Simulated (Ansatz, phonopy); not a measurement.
# Quasi-harmonic thermodynamics of K (Im-3m), part 2 of 2

How much does K expand with temperature?

Measurements to reproduce:
- heat capacity C_P per formula unit 29.4 J/mol/K near room temperature (given in “High-Throughput Prediction of Finite-Temperature Properties using the Quasi-Harmonic Approximation”, 2016, arXiv:1603.06924)

Ansatz 0.2.0; DFT PBEsol, scalar-relativistic, plane waves, PAW.

So far, principal linear expansion coefficients at 298 K (× 1e-6/K): step 6 (phonons on strained cells, cutoff 550 eV, k-mesh 12×12×12) 86.7. The relaxed cell has a = 5.215 Å (conventional setting).

The database entry behind the starting cell lists a temperature near 5 K, so it need not match the best structure at ambient conditions.

## (8) Phonons on strained cells, cutoff 487.2 eV, k-mesh 20×20×20 (continued)

Quasi-harmonic; a, b, c are the run's own cell vectors. Expansion, by row:

```tsv
T (K)	a (Å)	b (Å)	c (Å)	alpha (deg)	beta (deg)	gamma (deg)	cell volume (Å³/cell)	alpha_a (1e-6/K)	alpha_b (1e-6/K)	alpha_c (1e-6/K)	alpha_V (1e-6/K)	C_P (J/mol-atom/K)	C_V (J/mol-atom/K)	S (J/mol-atom/K)	B_T (GPa)	B_S (GPa)	Grueneisen	extrapolation	fit error (1e-6/K)
0	4.526	4.526	4.526	109.5	109.5	109.5	71.36	0	0	0	0	0	0	0	3.66	3.66	-	0	0
25	4.527	4.527	4.527	109.5	109.5	109.5	71.44	33.48	33.48	33.48	100.4	13.1	13.05	7.87	3.64	3.65	1.204	0	0.01
50	4.533	4.533	4.533	109.5	109.5	109.5	71.68	54.95	54.95	54.95	164.8	20.94	20.73	19.92	3.58	3.61	1.228	0	0.02
75	4.539	4.539	4.539	109.5	109.5	109.5	72	62.48	62.48	62.48	187.4	23.42	23.02	28.95	3.51	3.57	1.239	0	0.03
100	4.547	4.547	4.547	109.5	109.5	109.5	72.35	66.44	66.44	66.44	199.3	24.54	23.94	35.86	3.44	3.52	1.247	0	0.03
125	4.554	4.554	4.554	109.5	109.5	109.5	72.72	69.25	69.25	69.25	207.8	25.21	24.41	41.41	3.37	3.47	1.254	0	0.03
150	4.562	4.562	4.562	109.5	109.5	109.5	73.11	71.66	71.66	71.66	215	25.7	24.69	46.06	3.29	3.42	1.261	0	0.03
175	4.571	4.571	4.571	109.5	109.5	109.5	73.51	73.93	73.93	73.93	221.8	26.11	24.88	50.05	3.22	3.37	1.269	0	0.05
200	4.579	4.579	4.579	109.5	109.5	109.5	73.92	76.18	76.18	76.18	228.6	26.48	25.02	53.56	3.14	3.32	1.276	0	0.07
225	4.588	4.588	4.588	109.5	109.5	109.5	74.35	78.5	78.5	78.5	235.5	26.84	25.13	56.7	3.06	3.27	1.284	0	0.08
250	4.597	4.597	4.597	109.5	109.5	109.5	74.8	80.94	80.94	80.94	242.8	27.2	25.22	59.55	2.98	3.21	1.292	0	0.08
275	4.607	4.607	4.607	109.5	109.5	109.5	75.26	83.52	83.52	83.52	250.6	27.57	25.3	62.16	2.9	3.16	1.301	0	0.07
298.1	4.616	4.616	4.616	109.5	109.5	109.5	75.71	86.07	86.07	86.07	258.2	27.93	25.37	64.4	2.82	3.11	1.309	0	0.09
300	4.617	4.617	4.617	109.5	109.5	109.5	75.74	86.28	86.28	86.28	258.8	27.96	25.38	64.57	2.82	3.1	1.31	0	0.1
```

Expansion coefficient against temperature; values in 1e-6/K:

```tsv
temperature (K)	volume	principal 1
0	0	0
25	100	33.5
50	165	55.0
75	187	62.5
100	199	66.4
125	208	69.2
150	215	71.7
175	222	73.9
200	229	76.2
225	236	78.5
250	243	80.9
275	251	83.5
298	258	86.1
300	259	86.3
```

Changing the k-mesh (12×12×12 → 20×20×20) and the cutoff (550 → 487.2 eV) takes the volume expansion at 298 K from 260 to 258 × 10⁻⁶/K and B_T from 2.81 to 2.82 GPa.

## (9) Quasi-harmonic fit by phonopy

This step: DFT PBEsol, scalar-relativistic, plane waves, PAW (phonopy 4.10.0).

The energy (each curve on its own zero) by volume; values in meV/atom:

```tsv
volume (Å³/atom)	static	F at 0 K	F at 300 K
70.86	0	0.51	4.28
71.92	0.19	0.52	3.02
73.35	0.98	1.08	1.87
74.64	2.17	2.07	1.31
75.94	3.82	3.51	1.17
77.27	5.91	5.39	1.43
```

Phonopy-qha, vinet fit of F(V) at each temperature. Qha vinet, by row:

```tsv
T (K)	fitted volume (Å³/atom)	alpha_V (1e-6/K)	B_T (GPa)	C_P (J/mol-atom/K)	Grueneisen
75	72	185.8	3.51	23.67	1.235
100	72.35	198.8	3.44	24.73	1.253
125	72.72	207.6	3.37	25.35	1.265
150	73.11	214.9	3.29	25.8	1.275
175	73.51	221.8	3.22	26.18	1.285
200	73.92	228.6	3.14	26.54	1.295
225	74.35	235.6	3.06	26.89	1.306
250	74.8	242.9	2.98	27.24	1.317
275	75.26	250.7	2.9	27.61	1.328
```

Table of volume expansion coefficient by temperature; values in 1e-6/K:

```tsv
temperature (K)	phonopy-qha, Vinet	Ansatz's own study
75.0	186	187
100.0	199	199
125.0	208	208
150.0	215	215
175.0	222	222
200.0	229	229
225.0	236	236
250.0	243	243
275.0	251	251
```

## (10) Phonons on strained cells, cutoff 487.2 eV

This step: DFT PBEsol, scalar-relativistic, plane waves, PAW (Ansatz 0.2.0).

Input file input.yaml:

```yaml
crystal:
  lattice:
    - [-2.607429736, 2.607429736, 2.607429736]
    - [2.607429736, -2.607429736, 2.607429736]
    - [2.607429736, 2.607429736, -2.607429736]
  atoms:
    - { symbol: K, position: [0.0, 0.0, 0.0] }
kpoints:
  mp_grid: { grid: [12, 12, 12] }
hamiltonian:
  xc: pbesol
scf:
  occupations: { method: methfessel_paxton, width: 0.2 }
  lower_state_search: "off"
output:
  eigenvalues: true
phonons:
  method: dfpt
  qmesh: [4, 4, 4]
  temperatures: { t_max: 300.0, t_step: 25 }
  thermal_expansion: {}
```

Run with:

```console
> ansatz run input.yaml --threads 4 --pin off --max-ram 16384MiB --backend cpu --events-out ev --progress --plain --runs-dir out
```

Elapsed: 18 min, on 4 threads of Arm Neoverse V1, shared host; peak memory 2.9 GiB.

Changing the k-mesh (20×20×20 → 12×12×12) takes the volume expansion at 298 K from 258 to 260 × 10⁻⁶/K and B_T from 2.82 to 2.81 GPa.

## (11) Comparing the runs

Times are for 4 threads of Arm Neoverse V1, shared host. The runs compared:

```tsv
no.	functional	cutoff (eV)	k-mesh	q-mesh	method	pressure (GPa)	volume expansion coefficient at 298 K (1e-6/K)	C_P at 298 K (J/mol-atom/K)	isothermal bulk modulus at 298 K (GPa)	time	memory (GiB)
1	pbesol	550	12×12×12	4×4×4	dfpt	0	259.9	27.96	2.813	21 min	3.3
2	pbesol	487.2	20×20×20	4×4×4	dfpt	0	258.2	27.93	2.822	76 min	9.6
3	pbesol	487.2	12×12×12	4×4×4	dfpt	0	259.9	27.96	2.813	18 min	2.9
```

The runs together, line volume. Table of expansion coefficient, volume by temperature; values in 1e-6/K:

```tsv
temperature (K)	pbesol, 550, 12×12×12, 4×4×4, dfpt, 0	pbesol, 487.2, 20×20×20, 4×4×4, dfpt, 0	pbesol, 487.2, 12×12×12, 4×4×4, dfpt, 0
0	0	0	0
25	101	100	101
50	166	165	166
75	188	187	188
100	200	199	200
125	209	208	209
150	216	215	216
175	223	222	223
200	230	229	230
225	237	236	237
250	244	243	244
275	252	251	252
298	260	258	260
300	261	259	261
```

The runs together, line C_P. Table of heat capacity, C_P by temperature; values in J/mol-atom/K:

```tsv
temperature (K)	pbesol, 550, 12×12×12, 4×4×4, dfpt, 0	pbesol, 487.2, 20×20×20, 4×4×4, dfpt, 0	pbesol, 487.2, 12×12×12, 4×4×4, dfpt, 0
0	0	0	0
25	13.1	13.1	13.1
50	21.0	20.9	21.0
75	23.4	23.4	23.4
100	24.6	24.5	24.6
125	25.2	25.2	25.2
150	25.7	25.7	25.7
175	26.1	26.1	26.1
200	26.5	26.5	26.5
225	26.9	26.8	26.9
250	27.2	27.2	27.2
275	27.6	27.6	27.6
298	28.0	27.9	28.0
300	28.0	28.0	28.0
```

## (12) Free-energy fit

This step: DFT PBEsol, scalar-relativistic, plane waves, PAW (phonopy 4.10.0).

Energy (each curve on its own zero) against volume; values in meV/atom:

```tsv
volume (Å³/atom)	static	F at 0 K	F at 300 K
70.92	0	0.52	4.31
71.99	0.19	0.52	3.05
73.43	0.99	1.09	1.88
74.72	2.19	2.08	1.32
76.03	3.85	3.54	1.18
77.37	5.95	5.43	1.43
```

## (13) What came out

| Property | Result |
| --- | --- |
| settings of these figures | PBEsol, 487.2 eV, k 20×20×20, q 4×4×4 |
| volume expansion coefficient at 298 K | 258.2 1e-6/K |
| C_P at 298 K | 27.93 J/mol-atom/K |
| entropy at 298 K | 64.40 J/mol-atom/K |
| isothermal bulk modulus at 298 K | 2.822 GPa |
| Grüneisen parameter at 298 K | 1.309 |
| volume at 298 K | 75.71 Å³/atom |
| principal linear expansion coefficients at 298 K | 86.07, 86.07, 86.07 1e-6/K |

Near room temperature K expands by 258 × 10⁻⁶/K in volume by PBEsol, with C_P = 27.9 J/(mol K) per mole of atoms and B_T = 2.82 GPa. C_P at room temperature is 112 % of the classical 3R an atom; C_V is 102 %, and the rest is expansion work. In this metal the study includes the electrons' free energy, which adds a term that grows with temperature, so the heat capacities need not level off at 3R. A measured heat capacity per formula unit near room temperature is 29.4 J/mol/K (arXiv:1603.06924); the calculated 27.9 J/mol/K differs by -5 %. Changing the k-mesh and cutoff moves the volume expansion at 298 K between 258 and 260 × 10⁻⁶/K, while the CPU time spans a factor of 4.2. The PAW files were made for PBE and are used here under another functional, for which the program regenerates the frozen cores.

[Logs are printed without paths, hosts, clocks, repeated set-up lines and the standing remarks that a program may print on its own settings, such as how far it seeks lower states.]

[Hosts, paths, dates, database ids (printed as entryN), source tags and the programs' standing remarks are cut or masked in the printed files.]

[A step with changed settings may run another functional than the one named; its input shows which.]
